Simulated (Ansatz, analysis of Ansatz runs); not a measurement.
# Migration barrier of interstitial O in bcc Nb, hop from an octahedral to the next octahedral site (PBE), part 2 of 2

Subject: interstitial O in bcc Nb, hop from an octahedral to the next octahedral site. Wanted: its migration barrier, in one set-up (PBE, 32-site cell, measured lattice, 420 eV, k: 4x4x4 Gamma-centred). The model is a cell of 32 host atoms with 1 O put in. The barrier is the energy of the highest image of a climbing band over the relaxed site that the atom leaves. The measured lattice removes the functional's error in the volume.

Ansatz 0.2.0; PBE, 32-site cell, measured lattice, 420 eV, k: 4x4x4 Gamma-centred.

So far: Set-up; Relaxation, charge 0.

### 3. Nudged elastic band

A band of images joins the two ends; its highest image climbs to the saddle, whose energy over the site left is the barrier.

This step: plane-wave PAW DFT, PBE; nudged elastic band between two relaxed defect structures at fixed charge.

Input file neb/input.yaml:

```yaml
crystal:
  lattice:
    - [0.0, 6.6126, 6.6126]
    - [6.6126, 0.0, 6.6126]
    - [6.6126, 6.6126, 0.0]
  atoms:
    - { symbol: Nb, position: [-0.010401827, -0.010401827, 0.010401827] }
    - { symbol: Nb, position: [0.118792162, 0.118792162, 0.135308682] }
    - { symbol: Nb, position: [0.250346208, 0.250346208, 0.249653792] }
    - { symbol: Nb, position: [0.375, 0.375, 0.384305496] }
    - { symbol: Nb, position: [-0.000346208, -0.000346208, 0.500346208] }
    - { symbol: Nb, position: [0.118792162, 0.118792162, 0.627106994] }
    - { symbol: Nb, position: [0.21926287, 0.21926287, 0.78073713] }
    - { symbol: Nb, position: [0.375, 0.375, 0.865694504] }
    - { symbol: Nb, position: [0.001432966, 0.498634177, -0.001432966] }
    - { symbol: Nb, position: [0.133048835, 0.616951165, 0.125] }
    - { symbol: Nb, position: [0.251365823, 0.748567034, 0.251432966] }
    - { symbol: Nb, position: [0.377106994, 0.885308682, 0.368792162] }
    - { symbol: Nb, position: [0.001432966, 0.498634177, 0.501365823] }
    - { symbol: Nb, position: [0.134305496, 0.615694504, 0.625] }
    - { symbol: Nb, position: [0.251365823, 0.748567034, 0.748634177] }
    - { symbol: Nb, position: [0.372893006, 0.864691318, 0.881207838] }
    - { symbol: Nb, position: [0.498634177, 0.001432966, -0.001432966] }
    - { symbol: Nb, position: [0.616951165, 0.133048835, 0.125] }
    - { symbol: Nb, position: [0.748567034, 0.251365823, 0.251432966] }
    - { symbol: Nb, position: [0.885308682, 0.377106994, 0.368792162] }
    - { symbol: Nb, position: [0.498634177, 0.001432966, 0.501365823] }
    - { symbol: Nb, position: [0.615694504, 0.134305496, 0.625] }
    - { symbol: Nb, position: [0.748567034, 0.251365823, 0.748634177] }
    - { symbol: Nb, position: [0.864691318, 0.372893006, 0.881207838] }
    - { symbol: Nb, position: [0.499653792, 0.499653792, 0.000346208] }
    - { symbol: Nb, position: [0.631207838, 0.631207838, 0.114691318] }
    - { symbol: Nb, position: [0.760401827, 0.760401827, 0.239598173] }
    - { symbol: Nb, position: [0.875, 0.875, 0.383048835] }
    - { symbol: Nb, position: [0.53073713, 0.53073713, 0.46926287] }
    - { symbol: Nb, position: [0.631207838, 0.631207838, 0.622893006] }
    - { symbol: Nb, position: [0.750346208, 0.750346208, 0.749653792] }
    - { symbol: Nb, position: [0.875, 0.875, 0.866951165] }
    - { symbol: O, position: [0.375, 0.375, 0.625] }
basis:
  ecutwfc: 420
  xc_grid: 2
hamiltonian:
  xc: pbe
kpoints:
  mp_grid: { grid: [4, 4, 4] }
scf:
  occupations: { method: methfessel_paxton, width: 0.1 }
  max_iter: 120
output:
  forces: true
neb:
  images: 3
  f_tol: 0.04
  climbing: true
  initial_path: idpp
  max_iterations: 45
  order_check: false
  final_atoms:
    - { symbol: Nb, position: [0.009277503, 0.001627631, -0.001308081] }
    - { symbol: Nb, position: [0.126574884, 0.126281425, 0.123345713] }
[... 1 atom line left out ...]
    - { symbol: Nb, position: [0.406965812, 0.345890496, 0.342954785] }
[... 2 atom lines left out ...]
    - { symbol: Nb, position: [0.251228678, 0.260933115, 0.739386435] }
    - { symbol: Nb, position: [0.374862849, 0.37799346, 0.872258946] }
    - { symbol: Nb, position: [-0.004979162, 0.503734628, 0.009000601] }
[... 4 atom lines left out ...]
    - { symbol: Nb, position: [0.095491543, 0.657364766, 0.654429054] }
[... 2 atom lines left out ...]
    - { symbol: Nb, position: [0.493179853, 0.001627631, -0.001308081] }
[... 1 atom line left out ...]
    - { symbol: Nb, position: [0.76153736, 0.245419792, 0.24248408] }
[... 1 atom line left out ...]
    - { symbol: Nb, position: [0.507436517, -0.008681051, 0.496584923] }
    - { symbol: Nb, position: [0.624795705, 0.128060604, 0.62232609] }
    - { symbol: Nb, position: [0.751228678, 0.259676456, 0.740643094] }
[... 5 atom lines left out ...]
    - { symbol: Nb, position: [0.491923194, 0.501627631, 0.498691919] }
[... 3 atom lines left out ...]
    - { symbol: O, position: [0.251228678, 0.501627631, 0.498691919] }
```

Started as:

```
ansatz run input.yaml --threads 4 --pin off --max-ram 14131MiB --backend cpu --events-out ev --progress --plain --runs-dir out
```

Numbers of over 12 decimals in the logs are rounded to 6 here.

What it wrote:

```text
[...]
Warning: neb: disabling space-group detection — the band's intermediate images generally break the endpoint symmetry, so no spatial operation reduces the k-mesh or symmetrises the density, except that a semilocal band can use its path's symmetry ahead of [...]
[...]
NEB image 0
Crystal: 33 atoms, lattice volume = 578.291 Å³
Basis set: ecut = 420 eV, 11311 PW (Γ), exchange–correlation on 128×128×128 points (8 copies of the dense FFT grid, shifted against one another)
Bands: 254, of which v1, the nominal top of the filled ones, is band 211 counted from 1 (210 counted from 0)
Symmetry: 1 space group operations
k-points: 36 of 64 (time reversal used)
[...]
SCF iter   1: F=—  HF=-146241.752616 eV  |F-HF|=—  |Δ(HF+E_count)|=         —  Δρ=4.72e-3  dr2=2.32e-1  ethr=1.77e-3  ⟨swp⟩=6.0  Hψ=35977  notcnv=0
[...]
SCF iter   7: F=-146241.719114 eV  HF=-146241.719114 eV  |F-HF|=1.01e-8  |Δ(HF+E_count)|=   9.34e-8  S|Δr|=    0.00e0  Δρ=1.88e-6  dr2=2.21e-8  ethr=2.37e-11  ⟨swp⟩=4.0  Hψ=27557  notcnv=0
SCF 1 converged in 7 iterations: F = -146241.719114 eV  dr2 = 2.21e-8
[...]
NSCF: frozen V_eff on 36 k-points
NEB image 4
SCF iter   1: F=—  HF=-146241.752413 eV  |F-HF|=—  |Δ(HF+E_count)|=         —  Δρ=4.72e-3  dr2=2.32e-1  ethr=1.77e-3  ⟨swp⟩=6.1  Hψ=36031  notcnv=0
[...]
SCF iter   7: F=-146241.719114 eV  HF=-146241.719114 eV  |F-HF|=9.92e-9  |Δ(HF+E_count)|=   9.35e-8  S|Δr|=    0.00e0  Δρ=1.88e-6  dr2=2.19e-8  ethr=2.37e-11  ⟨swp⟩=4.0  Hψ=27557  notcnv=0
SCF 2 converged in 7 iterations: F = -146241.719114 eV  dr2 = 2.19e-8
[...]
NEB end point (image 0): max|allowed force component| = 1.191e-2 eV/Å (the criterion of neb.relax_end_points is 1.000e-2)
NEB end point (image 4): max|allowed force component| = 1.191e-2 eV/Å (the criterion of neb.relax_end_points is 1.000e-2)
NEB image 1
SCF iter   1: F=—  HF=-146240.930654 eV  |F-HF|=—  |Δ(HF+E_count)|=         —  Δρ=5.27e-3  dr2=3.34e-1  ethr=1.77e-3  ⟨swp⟩=5.9  Hψ=35962  notcnv=0
[...]
SCF iter   7: F=-146240.886751 eV  HF=-146240.886751 eV  |F-HF|=1.91e-8  |Δ(HF+E_count)|=   8.80e-8  S|Δr|=    0.00e0  Δρ=2.19e-6  dr2=3.61e-8  ethr=2.37e-11  ⟨swp⟩=4.0  Hψ=27554  notcnv=0
SCF 3 converged in 7 iterations: F = -146240.886751 eV  dr2 = 3.61e-8
NEB image 2
SCF iter   1: F=—  HF=-146240.228450 eV  |F-HF|=—  |Δ(HF+E_count)|=         —  Δρ=5.81e-3  dr2=4.03e-1  ethr=1.77e-3  ⟨swp⟩=6.4  Hψ=35966  notcnv=0
[...]
SCF iter   7: F=-146240.174241 eV  HF=-146240.174241 eV  |F-HF|=1.49e-8  |Δ(HF+E_count)|=   4.07e-8  S|Δr|=    0.00e0  Δρ=2.32e-6  dr2=3.31e-8  ethr=2.37e-11  ⟨swp⟩=4.0  Hψ=27510  notcnv=0
SCF 4 converged in 7 iterations: F = -146240.174241 eV  dr2 = 3.31e-8
NEB image 3
SCF iter   1: F=—  HF=-146241.056318 eV  |F-HF|=—  |Δ(HF+E_count)|=         —  Δρ=5.23e-3  dr2=3.11e-1  ethr=1.77e-3  ⟨swp⟩=6.0  Hψ=36154  notcnv=0
[...]
SCF iter   7: F=-146241.014223 eV  HF=-146241.014223 eV  |F-HF|=1.79e-8  |Δ(HF+E_count)|=   8.50e-8  S|Δr|=    0.00e0  Δρ=2.21e-6  dr2=3.56e-8  ethr=2.37e-11  ⟨swp⟩=4.0  Hψ=27553  notcnv=0
SCF 5 converged in 7 iterations: F = -146241.014223 eV  dr2 = 3.56e-8
NEB iter   1: max|band force component| = 2.994e0 eV/Å  barrier→ = 1.5449 eV  barrier← = 1.5449 eV  Δτ_max = 0.2000 Å  (35 SCF iters)
NEB image 1
[...]
iter 1 solved again at ethr=4.52e-4 eV; its pass at ethr=3.10e-3 eV (dr2=1.91e0 eV) is discarded
[...]
SCF iter   7: F=-146240.776292 eV  HF=-146240.776292 eV  |F-HF|=1.53e-8  |Δ(HF+E_count)|=   4.84e-8  S|Δr|=    0.00e0  Δρ=2.75e-6  dr2=4.43e-8  ethr=2.37e-11  ⟨swp⟩=4.0  Hψ=27583  notcnv=0
SCF 6 converged in 7 iterations: F = -146240.776292 eV  dr2 = 4.43e-8
NEB image 2
[...]
SCF iter   7: F=-146240.002501 eV  HF=-146240.002501 eV  |F-HF|=3.07e-8  |Δ(HF+E_count)|=   5.79e-8  S|Δr|=    0.00e0  Δρ=3.71e-6  dr2=8.91e-8  ethr=2.37e-11  ⟨swp⟩=2.4  Hψ=29116  notcnv=0
SCF 7 converged in 7 iterations: F = -146240.002501 eV  dr2 = 8.91e-8
NEB image 3
[...]
SCF iter   7: F=-146240.795041 eV  HF=-146240.795041 eV  |F-HF|=2.86e-8  |Δ(HF+E_count)|=   1.26e-7  S|Δr|=    0.00e0  Δρ=3.27e-6  dr2=6.85e-8  ethr=2.37e-11  ⟨swp⟩=2.8  Hψ=29037  notcnv=0
SCF 8 converged in 7 iterations: F = -146240.795041 eV  dr2 = 6.85e-8
NEB iter   2: max|band force component| = 1.024e0 eV/Å  barrier→ = 1.7166 eV  barrier← = 1.7166 eV  Δτ_max = 0.1072 Å  (21 SCF iters)
NEB image 1
[...]
SCF iter   7: F=-146241.126314 eV  HF=-146241.126314 eV  |F-HF|=9.28e-9  |Δ(HF+E_count)|=   3.80e-8  S|Δr|=    0.00e0  Δρ=1.99e-6  dr2=2.35e-8  ethr=2.37e-11  ⟨swp⟩=4.0  Hψ=26574  notcnv=0
SCF 9 converged in 7 iterations: F = -146241.126314 eV  dr2 = 2.35e-8
NEB image 2
[...]
SCF iter   7: F=-146240.507415 eV  HF=-146240.507415 eV  |F-HF|=1.55e-8  |Δ(HF+E_count)|=   9.27e-8  S|Δr|=    0.00e0  Δρ=2.93e-6  dr2=3.87e-8  ethr=2.37e-11  ⟨swp⟩=2.5  Hψ=29018  notcnv=0
SCF 10 converged in 7 iterations: F = -146240.507415 eV  dr2 = 3.87e-8
NEB image 3
[...]
SCF iter   7: F=-146241.145803 eV  HF=-146241.145803 eV  |F-HF|=1.27e-8  |Δ(HF+E_count)|=   3.36e-8  S|Δr|=    0.00e0  Δρ=2.02e-6  dr2=2.89e-8  ethr=2.37e-11  ⟨swp⟩=4.0  Hψ=26930  notcnv=0
SCF 11 converged in 7 iterations: F = -146241.145803 eV  dr2 = 2.89e-8
NEB iter   3: max|band force component| = 8.172e-1 eV/Å  barrier→ = 1.2117 eV  barrier← = 1.2117 eV  Δτ_max = 0.0345 Å  (21 SCF iters)
[...]
NEB iter   4: max|band force component| = 4.331e-1 eV/Å  barrier→ = 1.1812 eV  barrier← = 1.1812 eV  CI = image 2  Δτ_max = 0.0588 Å  (18 SCF iters)
[...]
NEB iter   5: max|band force component| = 7.948e-2 eV/Å  barrier→ = 1.1614 eV  barrier← = 1.1614 eV  CI = image 2  Δτ_max = 0.0168 Å  (19 SCF iters)
[...]
NEB iter   6: max|band force component| = 3.276e-2 eV/Å  barrier→ = 1.1584 eV  barrier← = 1.1584 eV  CI = image 2  Δτ_max = 0.0083 Å  (17 SCF iters)
[...]
NEB iter   7: max|band force component| = 5.260e-2 eV/Å  barrier→ = 1.1576 eV  barrier← = 1.1576 eV  CI = image 2  Δτ_max = 0.0150 Å  (5 SCF iters)
NEB image 1
[...]
SCF iter   5: F=-146241.155694 eV  HF=-146241.155694 eV  |F-HF|=1.19e-8  |Δ(HF+E_count)|=   8.61e-9  S|Δr|=    0.00e0  Δρ=1.89e-6  dr2=2.08e-8  ethr=2.37e-11  ⟨swp⟩=4.0  Hψ=25128  notcnv=0
SCF 22 converged in 5 iterations: F = -146241.155694 eV  dr2 = 2.08e-8
NEB image 2
[...]
SCF iter   5: F=-146240.561708 eV  HF=-146240.561708 eV  |F-HF|=2.91e-10  |Δ(HF+E_count)|=   3.58e-9  S|Δr|=    0.00e0  Δρ=4.90e-7  dr2=1.08e-9  ethr=9.63e-12  ⟨swp⟩=1.9  Hψ=24328  notcnv=0
SCF 23 converged in 5 iterations: F = -146240.561708 eV  dr2 = 1.08e-9
NEB image 3
[...]
SCF iter   6: F=-146241.155637 eV  HF=-146241.155637 eV  |F-HF|=4.48e-9  |Δ(HF+E_count)|=   1.12e-8  S|Δr|=    0.00e0  Δρ=1.44e-6  dr2=9.91e-9  ethr=2.37e-11  ⟨swp⟩=4.0  Hψ=24641  notcnv=0
SCF 24 converged in 6 iterations: F = -146241.155637 eV  dr2 = 9.91e-9
NEB image 1
[...]
NEB image 3
[...]
NEB image 2
[...]
NEB iter   8: max|band force component| = 3.731e-2 eV/Å  barrier→ = 1.1574 eV  barrier← = 1.1574 eV  CI = image 2  Δτ_max = 0.0000 Å  (16 SCF iters)
SCF converged after 5 iterations
[...]
Free energy (F): -146240.561708 eV
[...]
Internal energy: -146240.577630 eV  (E = F + TS)
E sigma→0 (E₀):  -146240.565689 eV
Entropy (-TS):   0.015922 eV (0.482 meV/atom)
Fermi energy:    17.921027 eV
[...]
--- Forces (eV/Å), atoms counted from 1 ---
  atom   1  Nb    -0.00057455     0.00373227     0.00264287
  atom   2  Nb     0.00373160    -0.00263227     0.00116963
  [... 1 atom left out ...]
  atom   4  Nb    -0.00556471     0.00172993     0.00133447
  [... 2 atoms left out ...]
  atom   7  Nb     0.00055642     0.00024528    -0.00403403
  atom   8  Nb    -0.00091816    -0.00183111     0.00091372
  [... 5 atoms left out ...]
  atom  14  Nb     0.00432796     0.00154965     0.00131884
  atom  15  Nb     0.00136360     0.00284764     0.00230005
  [... 1 atom left out ...]
  atom  17  Nb     0.00067653    -0.00400023    -0.00297668
  [... 4 atoms left out ...]
  atom  22  Nb     0.00018415    -0.00192773     0.00085301
  atom  23  Nb     0.00080797    -0.00045357     0.00099775
  [... 5 atoms left out ...]
  atom  29  Nb     0.00053556     0.00152972     0.00065170
  [... 3 atoms left out ...]
  atom  33  O     -0.00005441     0.00187491    -0.00131929
  max |Σ_I F_I| component: 1.44e-5 eV/Å
--- Band table (eV; the first three rows and the last of 36) ---
[...]
[... further k-points left out ...]
this run last wrote the band of iteration 8 to <dir>; this run last wrote the band within `neb.f_tol` of iteration 6 to <dir>
--- NEB band (5 images, 8 band iterations, 152 SCF iterations) ---
  forward barrier  = 1.157406 eV
  backward barrier = 1.157406 eV
  lagrangian_above_aufbau_ev (what the smearing adds, to first order; not taken off the barriers): saddle image +0.013172 eV, end points +0.006314 and +0.006314 eV
  climbing image's point = of an order that was not read
  energies are F+E_penalty+E_count in eV, relative to image 0
  image     s (Å)  Δ vs image 0  max|band force component| (eV/Å)
      0    0.0000      0.000000                                 —
      1    0.5173      0.563420                          2.203e-2
  *   2    1.0346      1.157406                          5.628e-3
      3    1.5519      0.563477                          3.731e-2
      4    2.0691     -0.000000                                 —
  climbing-image geometry (image 2):
  cell:  # Å, volume = 578.2914 Å³
    - [0.0, 6.6126, 6.6126]
    - [6.6126, 0.0, 6.6126]
    - [6.6126, 6.6126, 0.0]
  atoms:
    - { symbol: Nb, position: [-0.001280, -0.001581, 0.001770] }
    - { symbol: Nb, position: [0.122675, 0.121650, 0.131188] }
    - { symbol: Nb, position: [0.250884, 0.247782, 0.245243] }
    - { symbol: Nb, position: [0.386903, 0.364479, 0.357105] }
    - { symbol: Nb, position: [-0.003422, 0.007642, 0.499493] }
    - { symbol: Nb, position: [0.123504, 0.125233, 0.625680] }
    - { symbol: Nb, position: [0.239314, 0.233570, 0.766574] }
    - { symbol: Nb, position: [0.374569, 0.376831, 0.878709] }
    - { symbol: Nb, position: [-2.291438176704741e-6, 0.502161, 0.000774] }
    - { symbol: Nb, position: [0.127015, 0.624326, 0.125369] }
    - { symbol: Nb, position: [0.251659, 0.755120, 0.245031] }
    - { symbol: Nb, position: [0.377004, 0.877202, 0.372200] }
    - { symbol: Nb, position: [-0.003723, 0.499783, 0.500370] }
    - { symbol: Nb, position: [0.108312, 0.643065, 0.635713] }
    - { symbol: Nb, position: [0.249211, 0.751428, 0.751467] }
    - { symbol: Nb, position: [0.375330, 0.868962, 0.878514] }
    - { symbol: Nb, position: [0.499226, 0.001774, -0.001640] }
    - { symbol: Nb, position: [0.627498, 0.124046, 0.121852] }
    - { symbol: Nb, position: [0.751936, 0.248709, 0.248743] }
    - { symbol: Nb, position: [0.882509, 0.375921, 0.371354] }
    - { symbol: Nb, position: [0.502760, -0.000591, 0.498009] }
    - { symbol: Nb, position: [0.629957, 0.121448, 0.623327] }
    - { symbol: Nb, position: [0.749647, 0.252341, 0.747791] }
    - { symbol: Nb, position: [0.874280, 0.374466, 0.874933] }
    - { symbol: Nb, position: [0.503546, 0.500623, -0.007473] }
    - { symbol: Nb, position: [0.626249, 0.627973, 0.122923] }
    - { symbol: Nb, position: [0.753025, 0.752622, 0.247573] }
    - { symbol: Nb, position: [0.876553, 0.874787, 0.375875] }
    - { symbol: Nb, position: [0.517909, 0.512218, 0.487925] }
    - { symbol: Nb, position: [0.629615, 0.628775, 0.624265] }
    - { symbol: Nb, position: [0.743737, 0.754878, 0.752386] }
    - { symbol: Nb, position: [0.873230, 0.878319, 0.876085] }
    - { symbol: O, position: [0.313145, 0.438395, 0.561791] }
```

Run time: 81 min. Hardware: 4 threads of Arm Neoverse V1, shared host; peak memory 11 GiB.

The column dr2 measures how far the density is from self-consistency, as an energy; F and HF (Harris–Foulkes) agree once it is small.

The path, image by image:

| image | path (Å) | energy (eV) | O33: x, y, z (Å) |
| --- | --- | --- | --- |
| 0 | 0.000 | 0.0000 | 6.613, 6.613, 4.959 |
| 1 | 0.517 | 0.5634 | 6.613, 6.208, 4.965 |
| 2 | 1.035 | 1.1574 | 6.614, 5.786, 4.970 |
| 3 | 1.552 | 0.5635 | 6.615, 5.364, 4.975 |
| 4 | 2.069 | 0.0000 | 6.615, 4.959, 4.978 |

This step gave:

```
free energy      : -146240.5617 eV
smearing term TS : -0.01592 eV
barrier forward  : 1.157 eV
barrier backward : 1.157 eV
```

### 4. Outcome

```json
{
 "migration barrier (saddle less minimum)": "1.16 eV",
 "energy difference of the two ends": "0.00 eV",
 "length of the hop": "1.65 Å",
 "time of the whole chain": "88 min on 4 threads"
}
```

What this shows: Migration barrier: computed 1.16 eV, measured 1.11 eV; 0.05 eV above the measurement. The measured number is an Arrhenius activation energy of long-range diffusion; for H it holds zero-point energy and, in bcc metals near room temperature, tunnelling. One hop between neighbouring sites is computed at the host's lattice.

[Logs are printed without paths, hosts, clocks, repeated set-up lines and the standing remarks that a program may print on its own settings, such as how far it seeks lower states.]

[Hosts, paths, dates, database ids (printed as entryN), source tags and the programs' standing remarks are cut or masked in the printed files.]

[For some hosts the program warned that the k-mesh of the response run may be too coarse for force constants and the static dielectric constant; such warnings are not shown here.]
